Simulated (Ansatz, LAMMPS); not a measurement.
**Structural relaxation of amorphous Zn20Hg10Se19S11 (60 atoms)**

Aim: bring amorphous Zn20Hg10Se19S11 (60 atoms) to a nearby minimum of the energy and see what moves.

Calculated with Ansatz 0.2.0; Kohn-Sham DFT, PBE, PAW (set soft_2, large core), plane waves.

## 1. The structure

The cell holds 60 atoms: 20 Zn, 10 Hg, 19 Se and 11 S. Cell: a = 11.236 Å, b = 11.236 Å, c = 11.236 Å, α = 90.0°, β = 90.0°, γ = 90.0°. 60 atoms (20 Zn, 10 Hg, 19 Se, 11 S) placed at random at 6.05 g/cm³, melted at 2500 K for 10 ps at fixed volume with the Stillinger-Weber II-VI potential (Zhou et al., Phys. Rev. B 88, 085309 (2013)). Quenched from 2500 K to 500 K at 100 K/ps and fixed volume, held 5 ps.

What the set-up can't give: The quench rate of 100 K/ps far exceeds what a furnace or splat quench reaches, so expect more defects and frozen-in strain than in a real sample. The network of bonds at the start is that of the classical potential that made the cell. The Brillouin zone is sampled at Γ only, in a cell whose shortest periodic width is 11 Å. No spin–orbit coupling is included, so levels derived from the heavy atoms are approximate.

## 2. Single point at the start

A single point comes first, to see the forces before anything moves.

input.yaml

```yaml
crystal:
  lattice:
    - [11.2355, 0.0, 0.0]
    - [0.0, 11.2355, 0.0]
    - [0.0, 0.0, 11.2355]
  atoms:
    - { symbol: Zn, position: [0.86944, 0.97059, 0.24395] }
    - { symbol: Zn, position: [0.46509, 0.55815, 0.11959] }
    - { symbol: Zn, position: [0.83096, 0.65128, 0.22527] }
    - { symbol: Zn, position: [0.64094, 0.13564, 0.03173] }
    [... 50 atom lines left out ...]
    - { symbol: S, position: [0.14301, 0.23066, 0.23924] }
    - { symbol: S, position: [0.72744, 0.83264, 0.18752] }
    - { symbol: S, position: [0.78854, 0.16588, 0.18433] }
    - { symbol: S, position: [0.72606, 0.99773, 0.90223] }
    - { symbol: S, position: [0.63797, 0.15053, 0.58825] }
    - { symbol: S, position: [0.85094, 0.33448, 0.4457] }
kpoints:
  mp_grid: { grid: [1, 1, 1] }
hamiltonian:
  xc: pbe
  pseudopotentials: { kind: paw, core: large }
scf:
  occupations: { method: gaussian, width: 0.025 }
output:
  forces: true
  stress: true
  populations: true
  dos:
    method: { smearing: { sigma: 0.1 } }
    de: 0.1
    projected: { site_lists: { Hg: [Hg], S: [S], Se: [Se], Zn: [Zn] } }
  eigenvalues: true
```

On the command line:

```sh
$ ansatz run input.yaml --threads 4 --pin off --max-ram 8192MiB --backend cpu --events-out ev --progress --plain --runs-dir out
```

The job ended after 18 s (4 threads of AMD EPYC 9R45, shared host; peak memory 1.8 GiB).

The program notes that potentials were chosen by core size.

Numbers from this run:

```yaml
free_energy: -235391.6433 eV
free_energy_per_atom: -3923.1941 eV/atom
scf_cycles: 16
pressure: 2.068 GPa
r_m_s_force_component: 0.6464 eV/Å
longest_force: 4.411 eV/Å
fermi_energy: 6.675 eV
spacing_of_highest_filled_and_lowest_empty_level: 0.1625 eV
spilling_of_the_projection: 0.01171
```

The r.m.s. force component of 0.65 eV/Å and the pressure of 2.1 GPa set the starting point.

Length of the force by element:

| element | coordination | atoms | mean length of the force (eV/Å) | spread | least | most |
| --- | --- | --- | --- | --- | --- | --- |
| Hg | all | 10 | 1.03 | 1.01 | 0.396 | 4.01 |
| S | all | 11 | 0.727 | 0.358 | 0.0747 | 1.38 |
| Se | all | 19 | 0.954 | 0.345 | 0.454 | 1.61 |
| Zn | all | 20 | 0.778 | 0.880 | 0.165 | 4.41 |

## 3. Relaxation

With the cell held, the atoms are moved downhill towards a nearby minimum.

input.yaml, the sections that differ from step 2:

```yaml
output:
  forces: true
relax:
  f_tol: 0.03
  max_steps: 200
# crystal, kpoints, hamiltonian, scf: as in step 2
```

It took 2.9 min on 4 threads; peak memory 1.8 GiB; 7.2 min of CPU time.

Relaxation path (22 of 28):

| step | energy less that of the first step (eV) | largest force component (eV/Å) |
| --- | --- | --- |
| 1 | 0.0000 | 2.8214 |
| 2 | -3.0471 | 0.8574 |
| 4 | -5.2675 | 0.7342 |
| 5 | -5.7998 | 0.4072 |
| 6 | -6.2110 | 0.3500 |
| 7 | -6.5543 | 0.2451 |
| 9 | -6.9939 | 0.1206 |
| 10 | -7.0868 | 0.3422 |
| 11 | -7.1983 | 0.2052 |
| 13 | -7.3554 | 0.2918 |
| 14 | -7.4592 | 0.2724 |
| 15 | -7.6173 | 0.2043 |
| 16 | -7.7699 | 0.1512 |
| 18 | -7.9588 | 0.1301 |
| 19 | -8.0176 | 0.1114 |
| 20 | -8.0576 | 0.0774 |
| 22 | -8.0898 | 0.0741 |
| 23 | -8.1140 | 0.0977 |
| 24 | -8.1251 | 0.0902 |
| 25 | -8.1308 | 0.0460 |
| 27 | -8.1350 | 0.0244 |
| 28 | -8.1359 | 0.0215 |

Relaxation step 26 was tried and not accepted.

The atoms that moved most (Å):

```csv
atom,dx,dy,dz,length
Hg24,1.134,-0.713,2.377,2.729
S52,0.670,-1.052,1.059,1.636
Zn3,-1.077,0.236,0.781,1.351
Zn5,-0.688,-0.618,-0.841,1.250
Se34,-0.728,-0.509,-0.777,1.181
Se40,-0.693,0.756,0.439,1.116
Hg29,-1.011,-0.400,0.209,1.107
Hg26,0.927,-0.054,0.528,1.068
```

The relaxation changed the energy by -136 meV/atom, and atoms moved by 0.74 Å r.m.s., 2.7 Å at most.

## 4. Structure statistics after relaxation

Density 6.05 g/cm³, 23.64 Å³ an atom.

g(r), total and by pair (bins of 0.2 Å):

```csv
r (Å),total,Zn-Zn,Zn-Se,Zn-S,Zn-Hg,Se-Se,Se-S
2.20,0.18,0.00,0.00,0.99,0.00,0.00,0.52
2.40,3.18,0.00,6.00,14.78,0.00,0.00,0.50
2.60,1.54,0.00,3.40,0.36,0.39,0.00,0.00
2.80,0.45,0.00,0.40,0.00,0.37,0.00,0.00
3.00,0.32,0.00,0.17,0.30,0.00,0.37,0.00
3.20,0.45,0.53,0.15,0.24,0.53,0.29,0.00
3.40,0.65,1.20,0.38,0.00,0.00,1.64,0.69
3.60,1.26,3.48,0.57,0.19,1.71,1.65,1.63
3.80,1.57,3.12,0.71,0.35,1.75,1.31,2.22
4.00,1.57,2.86,0.47,0.63,1.75,1.97,3.69
4.20,1.36,0.81,1.01,1.19,2.26,1.06,2.74
4.40,1.05,0.74,0.54,1.72,1.61,1.15,1.11
4.60,1.05,0.81,1.20,1.56,1.34,1.33,0.90
4.80,0.83,0.24,1.29,1.33,0.61,0.94,0.58
5.00,0.77,0.45,1.20,0.61,0.55,1.51,0.32
5.20,0.67,0.53,0.77,0.67,0.62,0.81,0.40
5.40,0.78,0.49,0.96,0.95,0.88,0.43,0.56
```

## 5. Single point at the relaxed geometry

One more single point at the end of the walk gives the fuller output and checks the residual forces.

input.yaml

```yaml
crystal:
  lattice:
    - [11.2355, 0.0, 0.0]
    - [0.0, 11.2355, 0.0]
    - [0.0, 0.0, 11.2355]
  atoms:
    - { symbol: Zn, position: [0.84533, 0.98726, 0.23976] }
    - { symbol: Zn, position: [0.48099, 0.56836, 0.10577] }
    - { symbol: Zn, position: [0.73512, 0.67225, 0.29477] }
    - { symbol: Zn, position: [0.66297, 0.14085, 0.99088] }
    [... 50 atom lines left out ...]
    - { symbol: S, position: [0.1507, 0.23971, 0.2313] }
    - { symbol: S, position: [0.69905, 0.85009, 0.19242] }
    - { symbol: S, position: [0.80611, 0.16837, 0.14626] }
    - { symbol: S, position: [0.71563, 0.98765, 0.87055] }
    - { symbol: S, position: [0.62563, 0.12273, 0.57805] }
    - { symbol: S, position: [0.85813, 0.3138, 0.40205] }
kpoints:
  mp_grid: { grid: [1, 1, 1] }
hamiltonian:
  xc: pbe
  pseudopotentials: { kind: paw, core: large }
scf:
  occupations: { method: gaussian, width: 0.025 }
output:
  forces: true
  stress: true
  populations: true
  dos:
    method: { smearing: { sigma: 0.1 } }
    de: 0.1
    projected: { site_lists: { Hg: [Hg], S: [S], Se: [Se], Zn: [Zn] } }
  eigenvalues: true
  write_density: true
  write_potential: true
  volumetric_format: npy
  elf: true
```

It took 10 s on 4 threads; peak memory 1.8 GiB; 37 s of CPU time.

Read from the output:

| Quantity | Value |
| --- | --- |
| free energy | -235399.7792 eV |
| free energy per atom | -3923.3297 eV/atom |
| SCF cycles | 13 |
| pressure | 2.084 GPa |
| r.m.s. force component | 0.00632 eV/Å |
| longest force | 0.02636 eV/Å |
| Fermi energy | 6.619 eV |
| gap (highest filled to lowest empty level) | 0.9988 eV |
| spilling of the projection | 0.01111 |

Löwdin charges by element (they lack the spilled electrons, 0.100 e an atom on average):

```
element  coordination  atoms  mean charge (e)  spread  least    most
     Hg           all     10            0.870   0.234  0.299    1.04
      S           all     11           -0.970   0.163  -1.08  -0.620
     Se           all     19           -0.872   0.132  -1.04  -0.520
     Zn           all     20             1.23  0.0291   1.16    1.26
```

Density of states as counts of states in windows of 1 eV (from the Fermi level), total and the larger projections:

```csv
from (eV),to (eV),total,Zn d,Se p,Hg d,S p,Zn s
-10,-8,0.0,0.0,0.0,0.0,0.0,0.0
-8,-7,180.0,123.0,7.0,41.7,5.3,1.3
-7,-6,120.1,65.4,2.1,48.8,1.3,0.7
-6,-5,32.3,3.4,8.6,3.4,7.1,4.7
-5,-4,25.6,1.7,8.7,1.4,6.5,3.0
-4,-3,32.9,1.4,16.0,0.9,10.4,1.1
-3,-2,40.5,1.6,21.3,1.0,13.1,0.6
-2,-1,38.3,1.3,22.5,0.9,10.4,0.4
-1,0,10.5,0.2,7.0,0.3,1.4,0.3
0,1,6.5,0.0,2.3,0.1,0.6,0.5
1,2,18.9,0.1,5.4,0.2,1.8,3.1
2,3,23.2,0.1,3.9,0.1,1.9,6.6
3,4,31.5,0.1,2.7,0.1,1.9,5.9
```

Between -16 and -10 eV lie 60 more states.

The levels nearest the highest filled one (over half full), pooled over k-points and spins:

| level less the highest filled one (eV) | occupation |
| --- | --- |
| -0.454 | 2 |
| -0.421 | 2 |
| -0.37 | 2 |
| -0.296 | 2 |
| -0.208 | 2 |
| 0 | 2 |
| 0.999 | 0 |
| 1.27 | 0 |
| 1.49 | 0 |
| 1.54 | 0 |
| 1.77 | 0 |
| 1.83 | 0 |

Mean Löwdin charges: Hg +0.87, S -0.97, Se -0.87, Zn +1.23 e (they miss 1.1 % of the electrons, so they add up to more than the cell's charge). The largest share in the top eV of filled states is Se p (68 % of the projected weight), and in the lowest eV of empty states Se p (40 % of the projected weight).

## 6. What came out

| Item | Value |
| --- | --- |
| energy change in the relaxation | -135.6 meV/atom |
| r.m.s. displacement | 0.738 Å |
| largest displacement | 2.729 Å |
| free energy per atom | -3923.3297 eV/atom |
| pressure | 2.084 GPa |
| r.m.s. force component | 0.00632 eV/Å |
| gap (highest filled to lowest empty level) | 0.9988 eV |
| wall time of the 3 DFT runs | 3.4 min |

**Reading.** Relaxation lowers the energy by 136 meV/atom and moves atoms by 0.74 Å r.m.s.; the r.m.s. force component goes from 0.65 to 0.0063 eV/Å, the pressure goes from 2.1 to 2.1 GPa, and the gap from 0.163 to 0.999 eV. From the first step to the last the energy fell by 8.136 eV, and the largest move was 2.73 Å (Hg24). The highest filled and lowest empty levels differ by 0.999 eV (at Γ alone); a semilocal functional tends to put such gaps too low. In a disordered cell it changes from sample to sample, and tail or defect levels can set it.

**Limits.** The starting topology of bonds comes from the classical model; in DFT atoms moved by 0.74 Å r.m.s. The stress is far from hydrostatic: its diagonal is 0.0, 3.2, 3.1 GPa, compression counted positive. The pressure of 2.1 GPa means that a free cell would grow at this level.

[Logs are printed without paths, hosts, clocks, repeated set-up lines and the standing remarks that a program may print on its own settings, such as how far it seeks lower states.]

[Hosts, paths, dates, database ids (printed as entryN), source tags and the programs' standing remarks are cut or masked in the printed files.]
